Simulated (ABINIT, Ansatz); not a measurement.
## How the form of the self-energy moves the gap of K2LiAlF6 (Fm-3m)

How much does the gap of K2LiAlF6 (Fm-3m) depend on the approximation to the self-energy?

Method: LDA and many-body steps on it, plane waves, in ABINIT 10.8.3.

Report form: the programs' logs are mostly left out.

## (1) Starting point

It takes space group Fm-3m (No. 225, cubic). Conventional cell: a = 7.842 Å, b = 7.842 Å, c = 7.842 Å, α = 90.00°, β = 90.00°, γ = 90.00°. Nearest to K lie 12 F at 2.78 Å. Nearest to Li lie 6 F at 2.11 Å. Nearest to Al lie 6 F at 1.81 Å. Nearest to F lie 1 Al at 1.81 Å and 1 Li at 2.11 Å and 4 K at 2.78 Å. Farther neighbours and most contacts between anions are not listed.

The cell and positions come from the Crystallography Open Database and are kept as given unless a step says otherwise.

## (2) Empty states on the mesh, 2×2×2 mesh, 250 bands

This step: ABINIT 10.8.3; DFT, LDA, plane waves, norm-conserving pseudopotentials.

The sums over transitions need many empty states on a uniform mesh; this step solves for them.

The input, run.abi:

```
acell 3*1.0 Angstrom
rprim 
  0.000000000000 3.921000000000 3.921000000000
  3.921000000000 0.000000000000 3.921000000000
  3.921000000000 3.921000000000 -0.000000000000
ntypat 4
znucl 19 3 13 9
natom 10
typat 1 1 2 3 4 4 4 4 4 4
xred 
  0.250000000000 0.250000000000 0.250000000000
  0.750000000000 0.750000000000 0.750000000000
  0.500000000000 0.500000000000 0.500000000000
  0.000000000000 -0.000000000000 0.000000000000
  0.768900000000 0.231100000000 0.231100000000
  0.231100000000 0.768900000000 0.231100000000
  0.231100000000 0.768900000000 0.768900000000
  0.768900000000 0.231100000000 0.768900000000
  0.231100000000 0.231100000000 0.768900000000
  0.768900000000 0.768900000000 0.231100000000
pp_dirpath "pseudos"
pseudos "K.upf, Li.upf, Al.upf, F.upf"
ecut 36
ngkpt 2 2 2
nshiftk 1
shiftk 0 0 0
kptopt 1
chksymbreak 0
iscf -2
irdden 1
istwfk *1
nband 250
nbdbuf 22
tolwfr 1e-09
nstep 60
prtvol 0
indata_prefix "in"
outdata_prefix "out"
tmpdata_prefix "tmp"
```

Started as:

```sh
> OMP_NUM_THREADS=1 mpirun -n 4 abinit run.abi > log
```

Run time: 3.6 min. Hardware: 4 MPI ranks of Arm Neoverse N1, shared host; peak memory 0.48 GiB.

Numbers from this step:

- gap: 7.553 eV
- k of the valence top: 0, 0, 0
- k of the conduction bottom: 0, 0, 0
- least direct gap: 7.553 eV
- k points computed: 3
- lowest point of the top converged band, above the valence top: 75.7097 eV

On this mesh the gap is 7.553 eV.

The density comes from a self-consistent run that is not shown.

## (3) Screening, 2×2×2 mesh, 112 bands, screening to 114.3 eV

The RPA dielectric matrix is built and inverted for each q.

This step: RPA screening on LDA, plane waves, norm-conserving pseudopotentials.

run.abi, as its differences from that of step 2:

```diff
@@ -28,10 +28,11 @@
 chksymbreak 0
-iscf -2
-irdden 1
 istwfk *1
-nband 250
-nbdbuf 22
-tolwfr 1e-09
-nstep 60
-prtvol 0
+occopt 1
+irdwfk 1
+optdriver 3
+nband 112
+ecuteps 4.2
+inclvkb 2
+awtr 1
+symchi 1
 indata_prefix "in"
```

Elapsed: 54 s, on 4 MPI ranks; peak memory 1.5 GiB.

This step gave:

- ε∞ with local fields, on this mesh, along the program's q direction: 2.052
- the same without local fields: 2.200
- plasma frequency: 27.47 eV
- plane waves in the screening matrix: 331

Local fields lower ε∞ by 7 %. On a Γ-centred mesh this coarse the value itself is usually too large, while a short band sum pulls it down.

## (4) G0W0, Godby-Needs plasmon pole

The self-energy is evaluated for the states that the input lists, and the levels follow from it, in one-shot runs by the linearised quasiparticle equation.

This step: G0W0 on LDA, plane waves, norm-conserving pseudopotentials.

run.abi, as its differences from that of step 3:

```diff
@@ -31,8 +31,15 @@
 irdwfk 1
-optdriver 3
+optdriver 4
 nband 112
+gwcalctyp 0
+ecutsigx 36
+symsigma 1
+nkptgw 1
+kptgw 
+  0.0000000000 0.0000000000 0.0000000000
+bdgw 
+  31 36
 ecuteps 4.2
-inclvkb 2
-awtr 1
-symchi 1
+irdscr 1
+ppmodel 1
 indata_prefix "in"
```

Run time: 12 s. Hardware: 4 MPI ranks; peak memory 1.3 GiB; 49 s of CPU time.

This step gave:

| Item | Value |
| --- | --- |
| G0W0 gap on the points computed | 11.93 eV |
| starting gap on the mesh | 7.553 eV |
| k of the valence top | 0, 0, 0 |
| k of the conduction bottom | 0, 0, 0 |
| Z at the valence top | 0.828 |
| Z at the conduction bottom | 0.898 |
| least direct G0W0 gap on the computed points | 11.93 eV |

The gap on the mesh goes from 7.55 eV to 11.93 eV, a correction of +4.38 eV.

## (5) G0W0, Hybertsen-Louie plasmon pole

run.abi, as its differences from that of step 4:

```diff
@@ -43,3 +43,3 @@
 irdscr 1
-ppmodel 1
+ppmodel 2
 indata_prefix "in"
```

Elapsed: 12 s, on 4 MPI ranks; peak memory 1.2 GiB.

This step gave:

```
G0W0 gap on the points computed              : 12.64 eV
starting gap on the mesh                     : 7.553 eV
k of the valence top                         : 0, 0, 0
k of the conduction bottom                   : 0, 0, 0
Z at the valence top                         : 0.902
Z at the conduction bottom                   : 0.927
least direct G0W0 gap on the computed points : 12.64 eV
```

Against G0W0 in ABINIT (2×2×2 mesh, 112 bands, screening to 114.3 eV, Godby-Needs plasmon pole), the gap moves by +0.709 eV.

## (6) G0W0, Engel-Farid plasmon pole

run.abi, as its differences from that of step 5:

```diff
@@ -43,3 +43,3 @@
 irdscr 1
-ppmodel 2
+ppmodel 4
 indata_prefix "in"
```

Wall time 9.9 s (4 MPI ranks); peak memory 1 GiB; 39 s of CPU time.

This step gave:

```
G0W0 gap on the points computed              : 11.91 eV
starting gap on the mesh                     : 7.553 eV
k of the valence top                         : 0, 0, 0
k of the conduction bottom                   : 0, 0, 0
least direct G0W0 gap on the computed points : 11.91 eV
```

Against G0W0 in ABINIT (2×2×2 mesh, 112 bands, screening to 114.3 eV, Godby-Needs plasmon pole), the gap moves by −0.023 eV.

## (7) One-shot COHSEX

This step: one-shot COHSEX on LDA, plane waves, norm-conserving pseudopotentials.

run.abi, as its differences from that of step 6:

```diff
@@ -33,3 +33,3 @@
 nband 112
-gwcalctyp 0
+gwcalctyp 7
 ecutsigx 36
@@ -43,3 +43,2 @@
 irdscr 1
-ppmodel 4
 indata_prefix "in"
```

It took 7.5 s on 4 MPI ranks; peak memory 1.2 GiB.

This step gave:

```yaml
quasiparticle_gap_on_the_points_computed: 13.18 eV
starting_gap_on_the_mesh: 7.553 eV
k_of_the_valence_top: 0, 0, 0
k_of_the_conduction_bottom: 0, 0, 0
least_direct_quasiparticle_gap_on_the_computed_points: 13.18 eV
```

Against G0W0 in ABINIT (2×2×2 mesh, 112 bands, screening to 114.3 eV, Godby-Needs plasmon pole), the gap moves by +1.253 eV.

## (8) One-shot Hartree-Fock

This step: one-shot Hartree-Fock on LDA, plane waves, norm-conserving pseudopotentials.

run.abi, as its differences from that of step 7:

```diff
@@ -32,4 +32,4 @@
 optdriver 4
-nband 112
-gwcalctyp 7
+nband 37
+gwcalctyp 5
 ecutsigx 36
@@ -41,4 +41,4 @@
   31 36
-ecuteps 4.2
-irdscr 1
+ixc_sigma 40
+fftgw 31
 indata_prefix "in"
```

Wall time 7.9 s (4 MPI ranks); peak memory 1.1 GiB; 31 s of CPU time.

This step gave:

```
quasiparticle gap on the points computed              : 20.28 eV
starting gap on the mesh                              : 7.553 eV
k of the valence top                                  : 0, 0, 0
k of the conduction bottom                            : 0, 0, 0
least direct quasiparticle gap on the computed points : 20.28 eV
```

Against G0W0 in ABINIT (2×2×2 mesh, 112 bands, screening to 114.3 eV, Godby-Needs plasmon pole), the gap moves by +8.350 eV.

## (9) Screening, 2×2×2 mesh, 112 bands, screening to 114.3 eV

This step: RPA screening on LDA, plane waves, norm-conserving pseudopotentials.

run.abi, as its differences from that of step 8:

```diff
@@ -31,14 +31,14 @@
 irdwfk 1
-optdriver 4
-nband 37
-gwcalctyp 5
-ecutsigx 36
-symsigma 1
-nkptgw 1
-kptgw 
-  0.0000000000 0.0000000000 0.0000000000
-bdgw 
-  31 36
-ixc_sigma 40
-fftgw 31
+optdriver 3
+nband 112
+ecuteps 4.2
+inclvkb 2
+awtr 1
+symchi 1
+gwcalctyp 2
+nfreqre 16
+freqremax 40 eV
+nfreqim 8
+spmeth 1
+nomegasf 120
 indata_prefix "in"
```

The job ended after 64 s (4 MPI ranks; peak memory 2.1 GiB; 4.3 min of CPU time).

This step gave:

* ε∞ with local fields, on this mesh, along the program's q direction: 2.053
* the same without local fields: 2.201
* plasma frequency: 27.47 eV
* plane waves in the screening matrix: 331

## (10) G0W0, contour deformation

This step: G0W0 on LDA, plane waves, norm-conserving pseudopotentials.

run.abi, as its differences from that of step 9:

```diff
@@ -31,14 +31,14 @@
 irdwfk 1
-optdriver 3
+optdriver 4
 nband 112
+gwcalctyp 2
+ecutsigx 36
+symsigma 1
+nkptgw 1
+kptgw 
+  0.0000000000 0.0000000000 0.0000000000
+bdgw 
+  31 36
 ecuteps 4.2
-inclvkb 2
-awtr 1
-symchi 1
-gwcalctyp 2
-nfreqre 16
-freqremax 40 eV
-nfreqim 8
-spmeth 1
-nomegasf 120
+irdscr 1
 indata_prefix "in"
```

Run time: 10 s. Hardware: 4 MPI ranks; peak memory 1.3 GiB; 41 s of CPU time.

Numbers from this step:

```yaml
g0w0_gap_on_the_points_computed: 11.91 eV
starting_gap_on_the_mesh: 7.553 eV
k_of_the_valence_top: 0, 0, 0
k_of_the_conduction_bottom: 0, 0, 0
least_direct_g0w0_gap_on_the_computed_points: 11.91 eV
```

Against G0W0 in ABINIT (2×2×2 mesh, 112 bands, screening to 114.3 eV, Godby-Needs plasmon pole), the gap moves by −0.019 eV.

## (11) The runs together

Times are wall times on 4 MPI ranks of Arm Neoverse N1, shared host, good to a factor of about two. A run's time includes the screening step that it read.

| run | mesh | bands | screening cutoff (eV) | DFT gap (eV) | gap on the mesh (eV) | direct (eV) | ε∞ used | time |
| --- | --- | --- | --- | --- | --- | --- | --- | --- |
| G0W0, Godby-Needs plasmon pole | 2×2×2 | 112 | 114.3 | 7.553 | 11.929 | 11.929 | 2.05 | 66 s |
| G0W0, Hybertsen-Louie plasmon pole | 2×2×2 | 112 | 114.3 | 7.553 | 12.638 | 12.638 | 2.05 | 66 s |
| G0W0, Engel-Farid plasmon pole | 2×2×2 | 112 | 114.3 | 7.553 | 11.906 | 11.906 | 2.05 | 64 s |
| one-shot COHSEX | 2×2×2 | 112 | 114.3 | 7.553 | 13.182 | 13.182 | 2.05 | 61 s |
| one-shot Hartree-Fock | 2×2×2 | - | - | 7.553 | 20.279 | 20.279 | - | 7.9 s |
| G0W0, contour deformation | 2×2×2 | 112 | 114.3 | 7.553 | 11.910 | 11.910 | 2.05 | 75 s |

## (12) What came out

```
G0W0, Godby-Needs plasmon pole     : 11.929 eV
G0W0, Hybertsen-Louie plasmon pole : 12.638 eV
G0W0, Engel-Farid plasmon pole     : 11.906 eV
one-shot COHSEX                    : 13.182 eV
one-shot Hartree-Fock              : 20.279 eV
G0W0, contour deformation          : 11.910 eV
known limits                       : not at the basis limit; coarse k mesh
```

What this shows: G0W0, Hybertsen-Louie plasmon pole: +0.709 eV against G0W0, Godby-Needs plasmon pole. G0W0, Engel-Farid plasmon pole: −0.023 eV against G0W0, Godby-Needs plasmon pole. One-shot COHSEX: +1.253 eV against G0W0, Godby-Needs plasmon pole. One-shot Hartree-Fock: +8.350 eV against G0W0, Godby-Needs plasmon pole. G0W0, contour deformation: −0.019 eV against G0W0, Godby-Needs plasmon pole. Bare exchange alone opens the gap to 20.28 eV; against G0W0, correlation takes back 8.35 eV. Static COHSEX lies above G0W0: it lacks the factor Z and overstates the Coulomb hole of the filled states. Bands and cutoff are finite, so the gap is not at the basis limit. The miss can reach some tenths of an eV and take either sign; the mesh is an error of its own. In the G0W0 runs levels were corrected at 1 k point alone, so a gap called «on the mesh» is the least over those, and an edge elsewhere would be missed. The 2×2×2 mesh is coarse for this cell, which bears on the long-range parts of exchange and screening.

[Paths, hosts, dates, memory and timing lines, banners, echoed tables and standing remarks are left out of the program output.]

[Logs are printed without paths, hosts, clocks, repeated set-up lines and the standing remarks that a program may print on its own settings, such as how far it seeks lower states.]

[Runs of the session that timed out or met a known fault of the program may be left out.]

[Hosts, paths, dates, database ids (printed as entryN), source tags and the programs' standing remarks are cut or masked in the printed files.]

[G0W0 gaps are taken among the corrected bands and points alone; a level outside them can change the order at an edge.]

[Where Ansatz stands beside ABINIT at settings called matched, ABINIT's density can come from a denser mesh and the files from another edition; pairs whose starting gaps differed by over 0.03 eV were left out, so agreement reads better than it is.]
